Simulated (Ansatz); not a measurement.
## BeHg (built on the sites of a database entry of SrHg): from the cell to its phonons

Task: relax BeHg (built on the sites of a database entry of SrHg), then find its harmonic phonons.

Calculated with Ansatz 0.2.0; DFT PBEsol, scalar-relativistic, plane waves, PseudoDojo norm-conserving pseudopotentials.

The structure was built from a prototype and need not be the compound's stable phase.

### 1. Starting point

Symmetry: Pm-3m, No. 221, cubic system. The conventional cell has a = 2.938 Å, b = 2.938 Å, c = 2.938 Å, α = 90.00°, β = 90.00°, γ = 90.00°. Nearest to Be lie 8 Hg at 2.54 Å. Nearest to Hg lie 8 Be at 2.54 Å. Farther neighbours are not listed.

### 2. Coarse relaxation

The start is far from rest, so a relaxation with loose tolerances brings it close first.

input.yaml

```yaml
crystal:
  lattice:
    - [2.93753, 0.0, 0.0]
    - [0.0, 2.93753, 0.0]
    - [0.0, 0.0, 2.93753]
  atoms:
    - { symbol: Be, position: [0.5, 0.5, 0.5] }
    - { symbol: Hg, position: [0.0, 0.0, 0.0] }
kpoints:
  mp_grid: { grid: [6, 6, 6] }
hamiltonian:
  xc: pbesol
  pseudopotentials: { kind: nc, accuracy: standard }
scf:
  occupations: { method: gaussian, width: 0.1 }
output:
  forces: true
  stress: true
  eigenvalues: true
relax:
  adjacent_minimum: "off"
  f_tol: 0.05
  max_steps: 80
  cell: { stress_tol: 0.5 }
```

The run is started by

```console
ansatz run input.yaml --threads 4 --pin off --max-ram 7168MiB --backend cpu --events-out ev --progress --plain --runs-dir out
```

Numbers of over 12 decimals in the logs are rounded to 6 here.

The log of the run:

```text
The last accepted step is kept in <dir> (removed where the run ends without a failure and the disk answers)
Engine: ansatz 0.2.0, aarch64-unknown-linux-gnu
Pseudopotentials: kind: nc
Pseudopotential: Be, nc, valence charge 4, recommended cutoff 1197.300995 eV (normal), Be.nc.azcp (PseudoDojo's, or run here from an input of PseudoDojo's; its table is named by hamiltonian.pseudopotentials.accuracy)
[...]
--- Relaxed structure (4 steps of the walk, 4 accepted, 2 SCFs on fresh bases) ---
  F+E_penalty+E_count = -4909.01420425 eV   max|allowed force component| = 1.479e-29 eV/Å   (the final SCF, on the basis selected at the relaxed cell)
  cell:  # Å, volume = 29.7496 Å³
    - [3.098562, 0, 0]
    - [0, 3.098562, 0.0]
    - [0, 0.0, 3.098562]
  atoms:
    - { symbol: Be, position: [0.5, 0.5, 0.5] }
    - { symbol: Hg, position: [0, 0, 0] }
[key lines of the parts left out:]
SCF converged after 3 iterations
Free energy (F): -4909.014204 eV
Fermi energy:    15.804654 eV
P = ⅓ Tr σ = 0.0215 GPa (0.215 kbar)
```

It took 3.8 s on 4 threads of Arm Neoverse V2, shared host; peak memory 0.33 GiB.

Relaxation path:

```tsv
step	energy less that of the first step (eV)	largest force component (eV/Å)	pressure (GPa)	volume (Å³)
1	0.0000	0.0000	21.54	25.35
2	-0.2497	0.0000	1.51	29.24
3	-0.2517	0.0000	0.36	29.58
4*	-0.2540	0.0000	0.55	29.58
5	-0.2543	0.0000	0.02	29.75
6*	-0.2543	0.0000	0.02	29.75
```

Relaxation steps marked * repeat the geometry before them on a plane-wave basis chosen anew for their cell, so energy and pressure can jump there.

The run keeps the 48 symmetry operations that it works with, so distortions that break them were not tested.

```tsv
conventional cell, symmetrised	before	after	change
a (Å)	2.938	3.099	+5.5 %
b (Å)	2.938	3.099	+5.5 %
c (Å)	2.938	3.099	+5.5 %
volume (Å³/atom)	12.67	14.87	+17.4 %
```

The relaxed structure:

```
Be Hg
1.0
     3.09856    0.00000    0.00000
     0.00000    3.09856    0.00000
     0.00000    0.00000    3.09856
Be Hg
1 1
Direct
  0.50000 0.50000 0.50000
  0.00000 0.00000 0.00000
```

This step gave:

```yaml
pressure: 0.02150 GPa
volume_per_atom: 14.87 Å³
gap_on_the_k_mesh: 0 eV
```

In this step the volume went from 12.67 to 14.87 Å³/atom.

### 3. Relaxation

The cell and atoms are relaxed, since residual forces and stress would shift the frequencies.

input.yaml, the sections that differ from step 2:

```yaml
crystal:
  lattice:
    - [3.0985618335, 0.0, 0.0]
    - [0.0, 3.0985618335, 0.0]
    - [0.0, 0.0, 3.0985618335]
  atoms:
    - { symbol: Be, position: [0.5, 0.5, 0.5] }
    - { symbol: Hg, position: [0.0, 0.0, 0.0] }
kpoints:
  mp_grid: { grid: [12, 12, 12] }
relax:
  adjacent_minimum: "off"
  f_tol: 0.005
  max_steps: 80
  cell: { stress_tol: 0.05 }
# hamiltonian, scf, output: as in step 2
```

The log of the run:

```text
[...]
Crystal: 2 atoms, lattice volume = 29.750 Å³
Basis set: ecut = 1197.300995 eV, 2801 PW (Γ), exchange–correlation on 72×72×72 points (8 copies of the dense FFT grid, shifted against one another)
Bands: 16, of which v1, the nominal top of the filled ones, is band 12 counted from 1 (11 counted from 0)
Symmetry: 48 space group operations
[...]
k-points: 84 of 1728
[...]
k-point 83: bands = [... 8 lower, 8.9757, 8.9757, 17.3807, 17.3807, 17.3807, 17.4832, 17.6531, 18.5733]
--- Relaxed structure (4 steps of the walk, 4 accepted, 1 SCFs on fresh bases) ---
[...]
cell:  # Å, volume = 29.2294 Å³
    - [3.080395, 0, 0]
    - [0, 3.080395, 0]
    - [0, 0, 3.080395]
  atoms:
    - { symbol: Be, position: [0.5, 0.5, 0.5] }
    - { symbol: Hg, position: [0, 0, 0] }
[key lines of the parts left out:]
SCF converged after 5 iterations
Free energy (F): -4909.029366 eV
Fermi energy:    15.908610 eV
P = ⅓ Tr σ = -0.0060 GPa (-0.060 kbar)
```

Wall time 12 s (4 threads); peak memory 0.44 GiB; 45 s of CPU time.

Relaxation path:

```tsv
step	energy less that of the first step (eV)	largest force component (eV/Å)	pressure (GPa)	volume (Å³)
1	0.0000	0.0000	-1.71	29.75
2	-0.0001	0.0000	1.85	28.73
3	-0.0029	0.0000	-0.08	29.25
4	-0.0029	0.0000	0.00	29.23
5*	-0.0028	0.0000	-0.01	29.23
```

Relaxation steps marked * repeat the geometry before them on a plane-wave basis chosen anew for their cell, so energy and pressure can jump there.

The run keeps the 48 symmetry operations that it works with, so distortions that break them were not tested.

```tsv
conventional cell, symmetrised	before	after	change
a (Å)	3.099	3.080	-0.6 %
b (Å)	3.099	3.080	-0.6 %
c (Å)	3.099	3.080	-0.6 %
volume (Å³/atom)	14.87	14.61	-1.7 %
```

The relaxed structure:

```
Be Hg
1.0
     3.08040    0.00000    0.00000
     0.00000    3.08040    0.00000
     0.00000    0.00000    3.08040
Be Hg
1 1
Cartesian
  1.5402 1.5402 1.5402
  0.0000 0.0000 0.0000
```

This step gave:

- pressure: -0.005996 GPa
- volume per atom: 14.61 Å³

In this step the volume went from 14.87 to 14.61 Å³/atom.

### 4. Tight relaxation

Phonons need a cell at rest on their own settings, so the relaxation is repeated with tight tolerances on forces and stress, using the mesh and the filling of the phonon run that follows.

input.yaml, the sections that differ from step 3:

```yaml
crystal:
  lattice:
    - [3.0803952707, 0.0, 0.0]
    - [0.0, 3.0803952707, 0.0]
    - [0.0, 0.0, 3.0803952707]
  atoms:
    - { symbol: Be, position: [0.5, 0.5, 0.5] }
    - { symbol: Hg, position: [0.0, 0.0, 0.0] }
scf:
  occupations: { method: methfessel_paxton, width: 0.15 }
relax:
  adjacent_minimum: "off"
  f_tol: 0.001
  max_steps: 60
  cell: { stress_tol: 0.01 }
# kpoints, hamiltonian, output: as in step 3
```

The log of the run:

```text
[...]
Crystal: 2 atoms, lattice volume = 29.229 Å³
Basis set: ecut = 1197.300995 eV, 2777 PW (Γ), exchange–correlation on 72×72×72 points (8 copies of the dense FFT grid, shifted against one another)
Bands: 16, of which v1, the nominal top of the filled ones, is band 12 counted from 1 (11 counted from 0)
Symmetry: 48 space group operations
[...]
k-points: 84 of 1728
[...]
k-point 83: bands = [... 8 lower, 8.9807, 8.9807, 17.3862, 17.3862, 17.3862, 17.4901, 17.6607, 18.5800]
--- Relaxed structure (3 steps of the walk, 3 accepted, 1 SCFs on fresh bases) ---
[...]
cell:  # Å, volume = 29.2208 Å³
    - [3.080095, 0, 0.0]
    - [0, 3.080095, 0]
    - [0.0, 0, 3.080095]
  atoms:
    - { symbol: Be, position: [0.5, 0.5, 0.5] }
    - { symbol: Hg, position: [0, 0, 0] }
[key lines of the parts left out:]
SCF converged after 5 iterations
Free energy (F): -4909.028383 eV
Fermi energy:    15.916309 eV
P = ⅓ Tr σ = -0.0002 GPa (-0.002 kbar)
```

It took 8.9 s on 4 threads; peak memory 0.44 GiB.

Little changed from the start: no atom moved by 0.005 Å and no cell edge by 0.1 %.

This step gave:

```
pressure : -1.51e-4 GPa
```

The forces vanish by symmetry and the pressure is 0.000 GPa, within the tolerances set. The cell now holds 14.61 Å³/atom.

### 5. Linear response at the zone centre

The zone centre comes first: it holds the modes that light can see, as far as symmetry allows. No field response is asked, since the mesh shows no gap.

input.yaml, the sections that differ from step 4:

```yaml
crystal:
  lattice:
    - [3.0800949983, 0.0, 0.0]
    - [0.0, 3.0800949983, 0.0]
    - [0.0, 0.0, 3.0800949983]
  atoms:
    - { symbol: Be, position: [0.5, 0.5, 0.5] }
    - { symbol: Hg, position: [0.0, 0.0, 0.0] }
output:
  eigenvalues: true
phonons:
  method: dfpt
# kpoints, hamiltonian, scf: as in step 4
# relax: removed
```

The log of the run:

```text
[...]
Crystal: 2 atoms, lattice volume = 29.221 Å³
Basis set: ecut = 1197.300995 eV, 2777 PW (Γ), exchange–correlation on 72×72×72 points (8 copies of the dense FFT grid, shifted against one another)
Bands: 16, of which v1, the nominal top of the filled ones, is band 12 counted from 1 (11 counted from 0)
Symmetry: 48 space group operations
k-points: 196 of 1728 (irreducible under 8 space group operations, time reversal used)
[...]
SCF iter   1: F=—  HF=-4909.675260 eV  |F-HF|=—  |Δ(HF+E_count)|=         —  Δρ=6.81e-2  dr2=2.01e0  ethr=3.10e-3  ⟨swp⟩=6.5  Hψ=19304  notcnv=0
[...]
SCF iter   9: F=-4909.028383 eV  HF=-4909.028383 eV  |F-HF|=9.09e-13  |Δ(HF+E_count)|=  1.27e-11  S|Δr|=    0.00e0  Δρ=1.21e-7  dr2=1.36e-12  ethr=1.00e-12  ⟨swp⟩=10.2  Hψ=21759  notcnv=0
SCF 1 converged in 9 iterations: F = -4909.028383 eV  dr2 = 1.36e-12
DFPT response loops at Γ: preconditioner auto → Kerker (q_TF=auto, 2.640 Å⁻¹) (partly filled bands, converged f_vac=0.000); β = 1.00, the filter's whole step (`scf.mixing.beta` (0.50) is not read by the response loops under this deck's `scf.mixing.preconditioner`; to damp them name `kerker` or `kerker_dos`, under which they read `scf.mixing.beta`, and type it under 1.00, their step now; both keys bind the ground state too); Broyden in place of MSR1
SCF converged after 9 iterations
[...]
Free energy (F): -4909.028383 eV
[...]
Internal energy: -4909.027664 eV  (E = F + TS)
E sigma→0 (E₀):  -4909.028203 eV
Entropy (-TS):   -0.000719 eV (-0.359 meV/atom)
Fermi energy:    15.916309 eV
[...]
--- Band table (eV; the first three rows and the last of 196) ---
  k-point 0: bands = [... 8 lower, 8.2633, 8.2633, 8.2633, 18.3177, 18.3177, 18.3177, 23.7234, 25.8509]
  k-point 1: bands = [... 8 lower, 8.2063, 8.2063, 8.2680, 17.6638, 18.4919, 18.4919, 23.9144, 25.7589]
  k-point 2: bands = [... 8 lower, 8.0560, 8.0560, 8.2810, 16.2231, 18.9922, 18.9922, 24.1169, 25.5075]
  k-point 195: bands = [... 8 lower, 8.9807, 8.9807, 17.3862, 17.3862, 17.3862, 17.4901, 17.6607, 18.5800]
--- Phonons (Γ-DFPT): 2 representative perturbations + reference, on 196 of 1728 k-points (Σ response iterations 7) ---
  k mesh reduced under 8 symmetry operations, with k and −k counted as one. Each operation leaves every solved perturbation unchanged. A smaller set is not used because it would not reduce the number of displacements times k-points to solve
  ASR residual: 3.339e-4 → 0.000e0 eV/Å²; symmetrization residual: 7.905e-6 eV/Å²
  ASR residual per site (eV/Å²): 8.44e-6 3.34e-4
  Γ frequencies (cm⁻¹): 0.00 0.00 0.00 216.18 216.18 216.18
  non-analytic LO–TO correction: not included (Born effective charges unavailable; polar crystals: no LO–TO splitting at Γ)
```

The job ended after 23 s (4 threads; peak memory 1.1 GiB).

This step gave:

| Item | Value |
| --- | --- |
| sum-rule residual before enforcement | 3.34e-4 eV/Å² |
| point group | m-3m |
| highest optical mode at the zone centre (no LO-TO term) | 216.2 cm⁻¹ |
| lowest optical zone-centre mode | 216.2 cm⁻¹ |

Patterns of degenerate modes are one choice out of their space. The modes at Γ (shares of kinetic energy by element, %):

```tsv
mode	frequency (cm⁻¹)	symmetry	Be %	Hg %
1	0.0	acoustic	4	96
2	0.0	acoustic	4	96
3	0.0	acoustic	4	96
4	216.2	T1u	96	4
5	216.2	T1u	96	4
6	216.2	T1u	96	4
```

Displacements in mode 5 (216.2 cm⁻¹), the largest set to 1:
```
Be1  0.00  0.00  1.00
Hg2  0.00  0.00 -0.04
```

Before it was imposed, the acoustic sum rule was missed by 3.3e-4 eV/Å². Small misses are needed for a sound result but don't prove that mesh and cutoff are converged. The lowest optical mode is real, 216 cm⁻¹.

[end of part 1 of 2]

[Logs are printed without paths, hosts, clocks, repeated set-up lines and the standing remarks that a program may print on its own settings, such as how far it seeks lower states.]

[Hosts, paths, dates, database ids (printed as entryN), source tags and the programs' standing remarks are cut or masked in the printed files.]
